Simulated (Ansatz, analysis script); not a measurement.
# Magnetovolume effects in FeGe, part 2 of 2

Aim: follow the moments and energy of FeGe as the cell is scaled, from three starts.

Ansatz 0.2.0; PBE, PAW set soft_1.

So far. Step 4 (Factor 0.82, typed moments): It ends non-magnetic, with 0 μB on the largest site. Step 5 (Factor 0.82, starting moments cut to 30 %): It ends non-magnetic, with 0 μB on the largest site.

The database entry behind the starting cell differs from later determinations by our own check (about 0.2 % short), so it need not match the best structure at ambient conditions.

## 6. Factor 0.94, starting moments cut to 30 %

Level of this step: Ansatz DFT, collinear, cell scaled evenly; PBE, PAW set soft_1; PAW set soft_1 (Ansatz).

A self-consistent run from these starting moments shows which magnetic state they lead to.

File input.yaml:

```yaml
crystal:
  lattice:
    - [4.59327926, 0.0, 0.0]
    - [0.0, 4.59327926, 0.0]
    - [0.0, 0.0, 4.59327926]
  atoms:
    - { symbol: Fe, position: [0.135, 0.135, 0.135], spin: 0.84 }
    - { symbol: Fe, position: [0.365, 0.865, 0.635], spin: 0.84 }
    - { symbol: Fe, position: [0.635, 0.365, 0.865], spin: 0.84 }
    - { symbol: Fe, position: [0.865, 0.635, 0.365], spin: 0.84 }
    - { symbol: Ge, position: [0.842, 0.842, 0.842] }
    - { symbol: Ge, position: [0.658, 0.158, 0.342] }
    - { symbol: Ge, position: [0.342, 0.658, 0.158] }
    - { symbol: Ge, position: [0.158, 0.342, 0.658] }
magnetization:
  spin_polarized: true
kpoints:
  mp_grid: { grid: [9, 9, 9] }
hamiltonian:
  xc: pbe
  pseudopotentials: { kind: paw, azcp: { folder: soft_1 } }
scf:
  occupations: { method: fermi_dirac, width: 0.05 }
  max_iter: 120
  convergence: { dr2_threshold: 1.0e-08 }
  lower_state_search: "off"
basis:
  ecutwfc: 420.0
output:
  stress: true
```

Command:

```console
$ ansatz run input.yaml --threads 1 --pin off --max-ram 2560MiB --backend cpu --events-out ev --progress --plain --runs-dir out
```

Numbers of over 12 decimals in the logs are rounded to 6 here.

The log of the run:

```text
[...]
Crystal: 8 atoms, lattice volume = 96.910 Å³
Basis set: ecut = 420 eV, 1863 PW (Γ)
Bands: 75, of which v1, the nominal top of the filled ones, is band 60 counted from 1 (59 counted from 0)
Symmetry: 12 space group operations
[...]
k-points: 45 of 729 (time reversal used)
[...]
Internal energy: -35102.468850 eV  (E = F + TS)
E sigma→0 (E₀):  -35102.495044 eV
Entropy (-TS):   -0.052387 eV (-6.548 meV/atom)
Fermi energy:    17.934353 eV
[...]
--- Stress (GPa, compression-positive) ---
        8.748592       0.000000      -0.000000
        0.000000       8.748592       0.000000
       -0.000000      -0.000000       8.748592
  P = ⅓ Tr σ = 8.7486 GPa (87.486 kbar)
[key lines of the parts left out:]
SCF converged after 19 iterations
Magnetization: 4.0580 μB (62.0290 up, 57.9710 down)
Free energy (F): -35102.521237 eV
```

It took 1.9 min on 1 thread of Arm Neoverse V2, shared host; peak memory 0.66 GiB.

It ends ferromagnetic, with 1.10 μB on the largest site.

## 7. Factor 1, no spin

input.yaml, the sections that differ from step 6:

```yaml
crystal:
  lattice:
    - [4.689, 0.0, 0.0]
    - [0.0, 4.689, 0.0]
    - [0.0, 0.0, 4.689]
  atoms:
    - { symbol: Fe, position: [0.135, 0.135, 0.135] }
    - { symbol: Fe, position: [0.365, 0.865, 0.635] }
    - { symbol: Fe, position: [0.635, 0.365, 0.865] }
    - { symbol: Fe, position: [0.865, 0.635, 0.365] }
    - { symbol: Ge, position: [0.842, 0.842, 0.842] }
    - { symbol: Ge, position: [0.658, 0.158, 0.342] }
    - { symbol: Ge, position: [0.342, 0.658, 0.158] }
    - { symbol: Ge, position: [0.158, 0.342, 0.658] }
scf:
  occupations: { method: fermi_dirac, width: 0.05 }
  max_iter: 120
  convergence: { dr2_threshold: 1.0e-08 }
# kpoints, hamiltonian, basis, output: as in step 6
# magnetization: removed
```

The log of the run:

```text
[...]
Crystal: 8 atoms, lattice volume = 103.096 Å³
Basis set: ecut = 420 eV, 2007 PW (Γ)
Bands: 68, of which v1, the nominal top of the filled ones, is band 60 counted from 1 (59 counted from 0)
Symmetry: 12 space group operations
[...]
k-points: 45 of 729 (time reversal used)
[...]
SCF converged after 12 iterations
Free energy (F): -35102.372974 eV
[...]
Internal energy: -35102.302716 eV  (E = F + TS)
E sigma→0 (E₀):  -35102.337845 eV
Entropy (-TS):   -0.070258 eV (-8.782 meV/atom)
Fermi energy:    16.576868 eV
[...]
--- Stress (GPa, compression-positive) ---
       -5.753531       0.000000       0.000000
        0.000000      -5.753531      -0.000000
       -0.000000       0.000000      -5.753531
  P = ⅓ Tr σ = -5.7535 GPa (-57.535 kbar)
```

Run time: 39 s. Hardware: 1 thread; peak memory 0.48 GiB.

This is the reference without moments at this size.

## 8. Factor 1.06, no spin

Changes to input.yaml since step 7:

```diff
@@ -2,5 +2,5 @@
   lattice:
-    - [4.689, 0.0, 0.0]
-    - [0.0, 4.689, 0.0]
-    - [0.0, 0.0, 4.689]
+    - [4.78096452, 0.0, 0.0]
+    - [0.0, 4.78096452, 0.0]
+    - [0.0, 0.0, 4.78096452]
   atoms:
```

The log of the run:

```text
[...]
Crystal: 8 atoms, lattice volume = 109.281 Å³
Basis set: ecut = 420 eV, 2103 PW (Γ)
Bands: 68, of which v1, the nominal top of the filled ones, is band 60 counted from 1 (59 counted from 0)
Symmetry: 12 space group operations
[...]
k-points: 45 of 729 (time reversal used)
[...]
SCF converged after 12 iterations
Free energy (F): -35101.987399 eV
[...]
Internal energy: -35101.908022 eV  (E = F + TS)
E sigma→0 (E₀):  -35101.947711 eV
Entropy (-TS):   -0.079377 eV (-9.922 meV/atom)
Fermi energy:    15.427574 eV
[...]
--- Stress (GPa, compression-positive) ---
      -13.736356       0.000000      -0.000000
        0.000000     -13.736356       0.000000
       -0.000000       0.000000     -13.736356
  P = ⅓ Tr σ = -13.7364 GPa (-137.364 kbar)
```

Wall time 37 s (1 thread); peak memory 0.49 GiB.

This is the reference without moments at this size.

## 9. Factor 1.2, no spin

Changes to input.yaml since step 8:

```diff
@@ -2,5 +2,5 @@
   lattice:
-    - [4.78096452, 0.0, 0.0]
-    - [0.0, 4.78096452, 0.0]
-    - [0.0, 0.0, 4.78096452]
+    - [4.98280603, 0.0, 0.0]
+    - [0.0, 4.98280603, 0.0]
+    - [0.0, 0.0, 4.98280603]
   atoms:
```

The log of the run:

```text
[...]
Crystal: 8 atoms, lattice volume = 123.715 Å³
Basis set: ecut = 420 eV, 2469 PW (Γ)
Bands: 68, of which v1, the nominal top of the filled ones, is band 60 counted from 1 (59 counted from 0)
Symmetry: 12 space group operations
[...]
k-points: 45 of 729 (time reversal used)
[...]
SCF converged after 12 iterations
Free energy (F): -35100.221087 eV
[...]
Internal energy: -35100.119084 eV  (E = F + TS)
E sigma→0 (E₀):  -35100.170085 eV
Entropy (-TS):   -0.102002 eV (-12.750 meV/atom)
Fermi energy:    13.179533 eV
[...]
--- Stress (GPa, compression-positive) ---
      -23.941220       0.000000      -0.000000
        0.000000     -23.941220      -0.000000
       -0.000000       0.000000     -23.941220
  P = ⅓ Tr σ = -23.9412 GPa (-239.412 kbar)
```

Wall time 45 s (1 thread); peak memory 0.52 GiB.

This is the reference without moments at this size.

21 more runs differ from these in the same keys alone and are tabled below.

## 10. All sizes

```
factor  E typed (meV/atom)  E small  E no spin  largest moment, typed (μB)  small   state, typed   state, small
  0.82               253.9    253.9      253.9                        0.00   0.00   non-magnetic   non-magnetic
  0.88                92.6     92.6       94.6                        0.98   0.98  ferromagnetic  ferromagnetic
  0.94                13.3     13.3       30.1                        1.10   1.10  ferromagnetic  ferromagnetic
  0.97                 0.0      0.0       24.1                        1.14   1.14  ferromagnetic  ferromagnetic
     1                 0.4      0.4       31.9                        1.19   1.19  ferromagnetic  ferromagnetic
  1.03                11.9     11.9       51.2                        1.26   1.26  ferromagnetic  ferromagnetic
  1.06                32.1     32.1       80.1                        1.38   1.38  ferromagnetic  ferromagnetic
  1.12                87.7     87.7      160.5                        1.74   1.74  ferromagnetic  ferromagnetic
   1.2               178.0    178.0      300.9                        2.18   2.18  ferromagnetic  ferromagnetic
```

## 11. Summary of results

| Quantity | Value |
| --- | --- |
| lowest run | factor 0.97, typed moments |
| largest moment, typed start | 0 μB at 0.82 to 2.18 μB at 1.2 |
| gain by magnetism | 0.0 to 122.9 meV/atom |

**Reading.** From a factor of 0.82 to 1.2 the largest moment goes from 0 to 2.18 μB. The moment is lost at factors of 0.82 or less among those run. Site moments are taken in spheres that grow with the cell. It rises fastest, by 0.98 μB between 0.82 and 0.88; the grid is too coarse to tell a step from a steep rise. Both magnetic starts, which share one pattern of signs, end on one state at every size; other orders were not tried. The cell's shape and the atoms were not relaxed. The 27 scaled-cell runs took 48 min of wall time, added up.

[Logs and program files are shortened in this print: banners, set-up blocks, solver, clock and traceback lines can be left out without a mark of their own.]

[Logs are printed without paths, hosts, clocks, repeated set-up lines and the standing remarks that a program may print on its own settings, such as how far it seeks lower states.]

[Hosts, paths, dates, database ids (printed as entryN), source tags and the programs' standing remarks are cut or masked in the printed files.]

[Where the input sets lower_state_search to off, the program did not look for lower states, so one may exist.]
